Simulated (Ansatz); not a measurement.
# LaCuSeO (P4/nmm): the r2SCAN gap against the k mesh of the density

Aim: see how gap, energy and time of LaCuSeO (P4/nmm) follow the k mesh of the density.

Program: Ansatz 0.2.0. Level of theory: DFT, r2SCAN, plane waves, PAW; PAW set soft_1. Values are calculated unless marked as measured.

## Step 1: The structure

Symmetry: P4/nmm, No. 129, tetragonal system. The conventional cell has a = 4.067 Å, b = 4.067 Å, c = 8.797 Å, α = 90.00°, β = 90.00°, γ = 90.00°. Nearest to La lie 4 O at 2.38 Å and 4 Se at 3.33 Å. Nearest to Cu lie 4 Se at 2.52 Å. Nearest to Se lie 4 Cu at 2.52 Å and 4 La at 3.33 Å. Nearest to O lie 4 La at 2.38 Å. Farther neighbours, and contacts between anions beyond the nearest, are not listed.

As a file:

```cif
data_structure
_symmetry_space_group_name_H-M 'P4/nmm:1'
_symmetry_Int_Tables_number 129
_cell_length_a 4.0671
_cell_length_b 4.0671
_cell_length_c 8.7975
_cell_angle_alpha 90.000
_cell_angle_beta 90.000
_cell_angle_gamma 90.000
_cell_volume 145.52
loop_
_atom_site_label
_atom_site_type_symbol
_atom_site_symmetry_multiplicity
_atom_site_Wyckoff_symbol
_atom_site_fract_x
_atom_site_fract_y
_atom_site_fract_z
_atom_site_occupancy
La1 La 2 c 0.50000 0.00000 0.13980 1
Cu1 Cu 2 b 0.50000 0.50000 0.50000 1
Se1 Se 2 c 0.50000 0.00000 0.66980 1
O1 O 2 a 0.50000 0.50000 0.00000 1
```

The cell and positions come from the Crystallography Open Database and are kept as given unless a step says otherwise.

## Step 2: k mesh of the density: 2×2×2

The input, input.yaml:

```yaml
crystal:
  lattice:
    - [4.06712, 0.0, 0.0]
    - [0.0, 4.06712, 0.0]
    - [0.0, 0.0, 8.7975]
  atoms:
    - { symbol: La, position: [0.5, 0.0, 0.1398] }
    - { symbol: La, position: [0.0, 0.5, 0.8602] }
    - { symbol: Cu, position: [0.5, 0.5, 0.5] }
    - { symbol: Cu, position: [0.0, 0.0, 0.5] }
    - { symbol: Se, position: [0.5, 0.0, 0.6698] }
    - { symbol: Se, position: [0.0, 0.5, 0.3302] }
    - { symbol: O, position: [0.5, 0.5, 0.0] }
    - { symbol: O, position: [0.0, 0.0, 0.0] }
kpoints:
  mp_grid: { grid: [2, 2, 2] }
  band_path:
    path:
      - [0.0, 0.0, 0.0]
      - [0.0, 0.5, 0.0]
      - [0.5, 0.5, 0.0]
      - [0.0, 0.0, 0.5]
      - [0.0, 0.5, 0.5]
      - [0.5, 0.5, 0.5]
    npoints: 1
hamiltonian:
  xc: r2scan
  pseudopotentials: { kind: paw, azcp: { folder: soft_1 } }
scf:
  occupations: { method: fixed }
  n_extra_bands: 6
output:
  eigenvalues: true
  forces: true
  stress: true
```

Started as:

```console
$ ansatz run input.yaml --threads 3 --pin off --max-ram 92160MiB --backend cuda --events-out ev --progress --plain --runs-dir out --devices 1 --max-vram 13GiB
```

Standard output:

```text
scf.n_extra_bands = 6 over 52 filled bands (N_el = 104.0): the run solves 58 bands
GPUs: using 1 of 1 available (devices: 1).
Engine: ansatz 0.2.0, x86_64-unknown-linux-gnu
Pseudopotentials: kind: paw
Pseudopotential: La, paw, valence charge 11, recommended cutoff 500 eV (meta_gga), soft_1/La.paw.azcp
Pseudopotential: Cu, paw, valence charge 19, recommended cutoff 500 eV (meta_gga), soft_1/Cu.paw.azcp
Pseudopotential: Se, paw, valence charge 16, recommended cutoff 500 eV (meta_gga), soft_1/Se.paw.azcp
Pseudopotential: O, paw, valence charge 6, recommended cutoff 500 eV (meta_gga), soft_1/O.paw.azcp
Functional definition: r2SCAN
  parameter k0 = 0.174
  parameter k1 = 0.065
  parameter a1 = 4.9479
  exchange = r2scan_x(k0 = k0, k1 = k1, a1 = a1)
  correlation = r2scan_c
device memory: the entry about to start is reckoned to put 3.9 GiB on a device that reports 52.4 GiB free (of which the cap on the GPU budget leaves the run 13.0 GiB)
GPU FFT provider: cuFFT
GPU libraries: cuBLAS 13.8.2, cuFFT 12.4.0, cuSOLVER 12.3.4
Crystal: 8 atoms, lattice volume = 145.524 Å³
Basis set: ecut = 500 eV, 3729 PW (Γ), exchange–correlation on 120×120×288 points (64 copies of the dense FFT grid, shifted against one another)
Bands: 58, of which v1, the nominal top of the filled ones, is band 52 counted from 1 (51 counted from 0)
Symmetry: 16 space group operations
Space group: P4/nmm (ITA 129), of the structure as read, at distance tolerance 5.3e-5 Å
k-points: 6 of 8
Non-local potential: La, projectors of the file, l = 0: 3, l = 1: 2, l = 2: 2, l = 3: 3
Non-local potential: Cu, projectors of the file, l = 0: 3, l = 1: 2, l = 2: 3, l = 3: 1
Non-local potential: Se, projectors of the file, l = 0: 2, l = 1: 2, l = 2: 3, l = 3: 1
Non-local potential: O, projectors of the file, l = 0: 2, l = 1: 2, l = 2: 1
PAW form: soft (Blöchl's): semilocal exchange-correlation on the pseudo side does not see the compensation charge
PAW frozen core: La, regenerated for the run's functional (the file was generated under x = pbe(κ = 0.804, μ = 0.219515), c = pbe(β = 0.066725))
PAW frozen core: Cu, regenerated for the run's functional (the file was generated under x = pbe(κ = 0.804, μ = 0.219515), c = pbe(β = 0.066725))
PAW frozen core: Se, regenerated for the run's functional (the file was generated under x = pbe(κ = 0.804, μ = 0.219515), c = pbe(β = 0.066725))
PAW frozen core: O, regenerated for the run's functional (the file was generated under x = pbe(κ = 0.804, μ = 0.219515), c = pbe(β = 0.066725))
PAW one-centre angular grid: La, 974 points (default); XC on 160 Gauss nodes
PAW one-centre angular grid: Cu, 590 points (default); XC on 160 Gauss nodes
PAW one-centre angular grid: Se, 590 points (default); XC on 160 Gauss nodes
PAW one-centre angular grid: O, 302 points (default); XC on 160 Gauss nodes
Initial density: superposition of atomic densities (chi_scale 0.1, normalization cell, long waves kept (reshape's long-wave potential 0.39 eV rms))
Initial wavefunctions: pseudopotential atomic-orbital guess
GPU buffer pool allocated for 64800 grid points (all kernels)
GPU transforms: local potential and band sums: pruned to the plane-wave sphere, on 30×30×72
Functional: x = r2scan, c = r2scan; τ floored in thin density (d = 2e-4 eV/Å³)
SCF iter   1: F=—  HF=-37897.501756 eV  |F-HF|=—  |Δ(HF+E_count)|=         —  Δρ=4.76e-2  dr2=3.25e0  dr2_τ=6.77e-2  ethr=3.10e-3  ⟨swp⟩=5.0  Hψ=1146  notcnv=0  defer=9
preconditioner: auto → Resta (q_TF=auto, 2.580 Å⁻¹)  ε∞=7.6  [insulator: Δε(μ)=1.489 eV  Ē_g=9.570 eV  n_scr=38 (ndim 8)  ℏωp=24.6 eV  f_vac=0.000  ε∞_Penn≈7.6]
SCF iter   2: F=—  HF=-37897.533869 eV  |F-HF|=—  |Δ(HF+E_count)|=   3.21e-2  Δρ=2.88e-2  dr2=9.83e-1  dr2_τ=3.58e-2  ethr=3.10e-3  ⟨swp⟩=3.2  Hψ=598  notcnv=0  defer=16
SCF iter   3: F=—  HF=-37897.597163 eV  |F-HF|=—  |Δ(HF+E_count)|=   6.33e-2  Δρ=1.88e-2  dr2=4.66e-1  dr2_τ=1.28e-2  ethr=9.45e-4  ⟨swp⟩=3.3  Hψ=613  notcnv=0  defer=22
SCF iter   4: F=—  HF=-37897.597962 eV  |F-HF|=—  |Δ(HF+E_count)|=   7.99e-4  Δρ=1.68e-2  dr2=2.55e-1  dr2_τ=1.36e-2  ethr=4.48e-4  ⟨swp⟩=3.2  Hψ=687  notcnv=0  defer=23
SCF iter   5: F=—  HF=-37897.558846 eV  |F-HF|=—  |Δ(HF+E_count)|=   3.91e-2  Δρ=2.46e-3  dr2=1.07e-2  dr2_τ=2.58e-4  ethr=2.45e-4  ⟨swp⟩=3.2  Hψ=537  notcnv=0  defer=24
SCF iter   6: F=—  HF=-37897.561226 eV  |F-HF|=—  |Δ(HF+E_count)|=   2.38e-3  Δρ=1.09e-3  dr2=2.13e-3  dr2_τ=3.58e-5  ethr=1.03e-5  ⟨swp⟩=3.0  Hψ=527  notcnv=0  defer=24
SCF iter   7: F=—  HF=-37897.561938 eV  |F-HF|=—  |Δ(HF+E_count)|=   7.12e-4  Δρ=4.87e-4  dr2=4.39e-4  dr2_τ=3.09e-5  ethr=2.05e-6  ⟨swp⟩=3.2  Hψ=511  notcnv=0  defer=24
SCF iter   8: F=—  HF=-37897.561675 eV  |F-HF|=—  |Δ(HF+E_count)|=   2.63e-4  Δρ=1.86e-4  dr2=5.32e-5  dr2_τ=3.01e-6  ethr=4.22e-7  ⟨swp⟩=2.2  Hψ=613  notcnv=0  defer=24
SCF iter   9: F=—  HF=-37897.561981 eV  |F-HF|=—  |Δ(HF+E_count)|=   3.06e-4  Δρ=8.51e-5  dr2=8.62e-6  dr2_τ=2.61e-7  ethr=5.11e-8  ⟨swp⟩=2.0  Hψ=616  notcnv=0  defer=21
SCF iter  10: F=—  HF=-37897.561981 eV  |F-HF|=—  |Δ(HF+E_count)|=   7.14e-8  Δρ=1.79e-5  dr2=7.52e-7  dr2_τ=2.96e-8  ethr=8.29e-9  ⟨swp⟩=2.0  Hψ=587  notcnv=0  defer=21
SCF iter  11: F=—  HF=-37897.561981 eV  |F-HF|=—  |Δ(HF+E_count)|=   1.79e-8  Δρ=6.48e-6  dr2=5.88e-8  dr2_τ=4.46e-9  ethr=9.62e-11  ⟨swp⟩=12.3  Hψ=2058  notcnv=0
SCF iter  12: F=-37897.561981 eV  HF=-37897.561981 eV  |F-HF|=4.72e-9  |Δ(HF+E_count)|=   1.75e-8  Δρ=2.90e-6  dr2=9.73e-9  dr2_τ=1.05e-9  ethr=5.66e-11  ⟨swp⟩=4.0  Hψ=1263  notcnv=0
SCF 1 converged in 12 iterations: F = -37897.561981 eV  dr2 = 9.73e-9
[...]
device memory: the entry about to start is reckoned to put 2.3 GiB on a device that reports 52.4 GiB free (of which the cap on the GPU budget leaves the run 13.0 GiB)
NSCF: frozen V_eff on 6 k-points
SCF converged after 12 iterations
Free energy (F): -37897.561981 eV
Harris-Foulkes:  -37897.561981 eV  (|F-HF|=4.72e-9)
Internal energy: -37897.561981 eV  (E = F + TS)
E sigma→0 (E₀):  -37897.561981 eV
Fermi energy:    11.591462 eV
--- Per-component energies (eV) ---
  E_band       = -1665.333437
  E_kinetic    = 1457.354545
  E_local      = -20632.366074  (includes V_loc(G=0)·N_el)
  E_nonlocal   = 1385.132842
  E_hartree    = 9603.004196
  E_xc         = -701.128787
  E_vxc        = -897.954053  (∫ρ·V_xc dr)
  E_paw        = -19168.399618  (= ΣΔE_a)
  E_vpaw       = -2233.193113  (= ΣTr[D̂ρ^β])
  E_aug_tail   = 0.001356  (compensation charges beyond the density's cutoff)
  E_vtau       = 49.681126  (kinetic-family band-sum trace: ∫τ·v_τ [+ j·A + Jᵃ·Aᵃ] dr)
  E_ewald      = -9837.101271
  E_core_change = -4.059170  (= ΣΔE_core)
  E_smearing   = -0.000000  (= −TS)
  E_closure    = -0.000000  (closes the sum)
  Σ components = -37897.561981   (vs F -37897.561981, Δ=0.00e0)
--- Forces (eV/Å), atoms counted from 1 ---
  atom   1  La    -0.00000000    -0.00000000     0.24612713
  atom   2  La    -0.00000000     0.00000000    -0.24612713
  atom   3  Cu     0.00000000    -0.00000000     0.00000000
  atom   4  Cu    -0.00000000    -0.00000000     0.00000000
  atom   5  Se     0.00000000     0.00000000     0.34036677
  atom   6  Se    -0.00000000     0.00000000    -0.34036677
  atom   7  O     -0.00000000     0.00000000    -0.00000000
  atom   8  O     -0.00000000     0.00000000    -0.00000000
  max |Σ_I F_I| component: 1.39e-16 eV/Å
--- Stress (GPa, compression-positive) ---
        0.730610       0.000000       0.000000
        0.000000       0.730610       0.000000
        0.000000       0.000000      -0.218338
  P = ⅓ Tr σ = 0.4143 GPa (4.143 kbar)
--- Band table (eV; the first three rows and the last of 6) ---
  k-point 0: bands = [... 48 lower, 10.1874, 11.0889, 11.5915, 11.5915, 13.5131, 13.6567, 14.0240, 14.1999, ... 2 higher]
  k-point 1: bands = [... 48 lower, 10.1874, 10.6297, 11.4833, 11.4833, 13.6299, 13.9824, 14.1052, 14.1822, ... 2 higher]
  k-point 2: bands = [... 48 lower, 10.7210, 10.7210, 10.8790, 10.8790, 14.0441, 14.0441, 14.4063, 14.4063, ... 2 higher]
  k-point 5: bands = [... 48 lower, 9.6606, 9.6606, 10.3338, 10.3338, 14.5069, 14.5069, 14.8945, 14.8945, ... 2 higher]
```

It took 15 s on 1 × NVIDIA H100 80GB HBM3 (shared by 6 runs) with 3 threads of AMD EPYC 7R13 (Zen 3), shared host; peak memory 1.1 GiB.

Numbers from this step:

- pressure: 0.4143 GPa
- gap: 1.922 eV
- valence top at: Γ
- conduction bottom at: Γ
- least direct gap: 1.922 eV

The gap is direct, at Γ.

## Step 3: k mesh of the density: 4×4×2

input.yaml, as its differences from that of step 2:

```diff
@@ -15,3 +15,3 @@
 kpoints:
-  mp_grid: { grid: [2, 2, 2] }
+  mp_grid: { grid: [4, 4, 2] }
   band_path:
@@ -35 +35,5 @@
   stress: true
+  write_density: true
+  write_potential: true
+  elf: true
+  volumetric_format: npy
```

Standard output:

```text
[...]
GPUs: using 1 of 1 available (devices: 1).
[...]
GPU FFT provider: cuFFT
GPU libraries: cuBLAS 13.8.2, cuFFT 12.4.0, cuSOLVER 12.3.4
Crystal: 8 atoms, lattice volume = 145.524 Å³
Basis set: ecut = 500 eV, 3729 PW (Γ), exchange–correlation on 120×120×288 points (64 copies of the dense FFT grid, shifted against one another)
[...]
k-point 0: bands = [... 48 lower, 10.3046, 11.0790, 11.6088, 11.6088, 13.4986, 13.6478, 14.0498, 14.1650, ... 2 higher]
  k-point 1: bands = [... 48 lower, 10.3046, 10.6447, 11.5049, 11.5049, 13.5944, 13.9681, 14.1311, 14.1753, ... 2 higher]
  k-point 2: bands = [... 48 lower, 10.5615, 10.8674, 10.9502, 11.3855, 14.0500, 14.0553, 14.5997, 14.8464, ... 2 higher]
  k-point 11: bands = [... 48 lower, 9.7705, 9.7705, 10.4375, 10.4375, 14.5204, 14.5204, 14.8694, 14.8694, ... 2 higher]
[key lines of the parts left out:]
SCF converged after 12 iterations
Free energy (F): -37898.241108 eV
Fermi energy:    11.608826 eV
P = ⅓ Tr σ = -0.4345 GPa (-4.345 kbar)
```

Elapsed: 15 s, on 1 × NVIDIA H100 80GB HBM3 (shared by 6 runs) with 3 threads; peak memory 1.2 GiB; 12 s of CPU time.

Numbers from this step:

| Property | Result |
| --- | --- |
| pressure | -0.4345 GPa |
| gap | 1.890 eV |
| valence top at | Γ |
| conduction bottom at | Γ |
| least direct gap | 1.890 eV |

The gap is 1.890 eV, −0.032 eV from the run before at this level.

## Step 4: k mesh of the density: 6×6×4 (the default)

input.yaml, the sections that differ from step 3:

```yaml
kpoints:
  mp_grid: { grid: [6, 6, 4] }
  band_path:
    path:
      - [[0.0, 0.0, 0.0], [0.0, 0.5, 0.0], [0.5, 0.5, 0.0], [0.0, 0.0, 0.0], [0.0, 0.0, 0.5], [0.0, 0.5, 0.5], [0.5, 0.5, 0.5], [0.0, 0.0, 0.5]]
      - [[0.0, 0.5, 0.0], [0.0, 0.5, 0.5]]
      - [[0.5, 0.5, 0.0], [0.5, 0.5, 0.5]]
    npoints: 10
scf:
  occupations: { method: fermi_dirac, width: 0.02 }
  n_extra_bands: 6
# crystal, hamiltonian, output: as in step 3
```

Standard output:

```text
[...]
GPUs: using 1 of 1 available (devices: 1).
[...]
GPU FFT provider: cuFFT
GPU libraries: cuBLAS 13.8.2, cuFFT 12.4.0, cuSOLVER 12.3.4
Crystal: 8 atoms, lattice volume = 145.524 Å³
Basis set: ecut = 500 eV, 3729 PW (Γ), exchange–correlation on 120×120×288 points (64 copies of the dense FFT grid, shifted against one another)
[...]
k-point 0: bands = [... 48 lower, 10.3097, 11.0773, 11.6084, 11.6084, 13.4971, 13.6465, 14.0508, 14.1630, ... 2 higher]
  k-point 1: bands = [... 48 lower, 10.3097, 10.8590, 11.5573, 11.5573, 13.5356, 13.9026, 14.0742, 14.1017, ... 2 higher]
  k-point 2: bands = [... 48 lower, 10.3097, 10.6443, 11.5047, 11.5047, 13.5919, 13.9669, 14.1322, 14.1740, ... 2 higher]
  k-point 29: bands = [... 48 lower, 9.7763, 9.7763, 10.4419, 10.4419, 14.5213, 14.5213, 14.8691, 14.8691, ... 2 higher]
[key lines of the parts left out:]
SCF converged after 12 iterations
Free energy (F): -37898.266204 eV
Fermi energy:    12.558688 eV
P = ⅓ Tr σ = -0.4563 GPa (-4.563 kbar)
```

Run time: 15 s. Hardware: 1 × NVIDIA H100 80GB HBM3 (shared by 6 runs) with 3 threads; peak memory 1.3 GiB.

Read from the output:

```
pressure             : -0.4563 GPa
gap                  : 1.889 eV
valence top at       : Γ
conduction bottom at : Γ
least direct gap     : 1.889 eV
```

The gap is 1.889 eV, −0.001 eV from the run before at this level.

## Step 5: k mesh of the density: 8×8×4

input.yaml, the sections that differ from step 4:

```yaml
kpoints:
  mp_grid: { grid: [8, 8, 4] }
  band_path:
    path:
      - [0.0, 0.0, 0.0]
      - [0.0, 0.5, 0.0]
      - [0.5, 0.5, 0.0]
      - [0.0, 0.0, 0.5]
      - [0.0, 0.5, 0.5]
      - [0.5, 0.5, 0.5]
    npoints: 1
scf:
  occupations: { method: fixed }
  n_extra_bands: 6
# crystal, hamiltonian, output: as in step 4
```

Standard output:

```text
[...]
GPUs: using 1 of 1 available (devices: 1).
[...]
GPU FFT provider: cuFFT
GPU libraries: cuBLAS 13.8.2, cuFFT 12.4.0, cuSOLVER 12.3.4
Crystal: 8 atoms, lattice volume = 145.524 Å³
Basis set: ecut = 500 eV, 3729 PW (Γ), exchange–correlation on 120×120×288 points (64 copies of the dense FFT grid, shifted against one another)
[...]
k-point 0: bands = [... 48 lower, 10.3099, 11.0770, 11.6082, 11.6082, 13.4970, 13.6463, 14.0508, 14.1629, ... 2 higher]
  k-point 1: bands = [... 48 lower, 10.3099, 10.8588, 11.5571, 11.5571, 13.5355, 13.9024, 14.0741, 14.1017, ... 2 higher]
  k-point 2: bands = [... 48 lower, 10.3099, 10.6441, 11.5045, 11.5045, 13.5917, 13.9667, 14.1322, 14.1739, ... 2 higher]
  k-point 44: bands = [... 48 lower, 9.7766, 9.7766, 10.4420, 10.4420, 14.5214, 14.5214, 14.8693, 14.8693, ... 2 higher]
[key lines of the parts left out:]
SCF converged after 12 iterations
Free energy (F): -37898.267833 eV
Fermi energy:    11.608240 eV
P = ⅓ Tr σ = -0.4580 GPa (-4.580 kbar)
```

Run time: 25 s. Hardware: 1 × NVIDIA H100 80GB HBM3 (shared by 6 runs) with 3 threads; peak memory 1.3 GiB; 35 s of CPU time.

This step gave:

| Item | Value |
| --- | --- |
| pressure | -0.4580 GPa |
| gap | 1.889 eV |
| valence top at | Γ |
| conduction bottom at | Γ |
| least direct gap | 1.889 eV |

The gap is 1.889 eV, as in the run before at this level.

## Step 6: The series

Differences are against the last row; a negative gap means that bands overlap, and a run with a band path holds that path's time. Times are wall times on 1 × NVIDIA H100 80GB HBM3 (shared by 6 runs) with 3 threads of AMD EPYC 7R13 (Zen 3), shared host, good to a factor of about two.

```
k mesh of the density  gap (eV)  direct gap (eV)  gap error (eV)  energy error (meV/atom)  irreducible k  time
                2×2×2     1.922            1.922          +0.033                    +88.2              6  15 s
                4×4×2     1.890            1.890          +0.001                     +3.3             12  15 s
                6×6×4     1.889            1.889         −0.0001                     +0.2             30  15 s
                8×8×4     1.889            1.889          +0.000                     +0.0             45  25 s
```

## Step 7: Summary of results

```
2×2×2 : 1.922 eV
4×4×2 : 1.890 eV
6×6×4 : 1.889 eV
8×8×4 : 1.889 eV
```

**Reading.** The gap holds to 0.02 eV from 4×4×2 on. At 2×2×2 the gap is off by +0.033 eV and the energy by +88 meV/atom. The gap is read over the mesh and added points near the edges, so meshes differ mainly through the density and, for a hybrid, the exchange operator. The runs have no spin polarisation. For a closed low-spin shell that is the natural state; where a d or f shell is open it is a constraint, and the gap is then not the crystal's own.

[Long decimals in the printed logs are rounded to 6 places.]

[Logs are printed without paths, hosts, clocks, repeated set-up lines and the standing remarks that a program may print on its own settings, such as how far it seeks lower states.]

[Paths, hosts, dates, memory and timing lines, banners, echoed tables and standing remarks are left out of the program output; an Ansatz launch command may be rebuilt from the run's recorded settings. Measured values are a selection of at most five: reports struck by readers or far from the other reports are left out. None is set beside runs whose start may be inverted or whose files or cutoffs have a known fault.]

[Runs of the session that timed out or met a known fault of the program may be left out.]

[Cells called generated may have been cut or substituted from an entry of the Crystallography Open Database or the Materials Project.]

[Hosts, paths, dates, database ids (printed as entryN), source tags and the programs' standing remarks are cut or masked in the printed files.]

[Where the starting crystal was built by hand or by swapping elements, it need not be the compound's stable phase.]
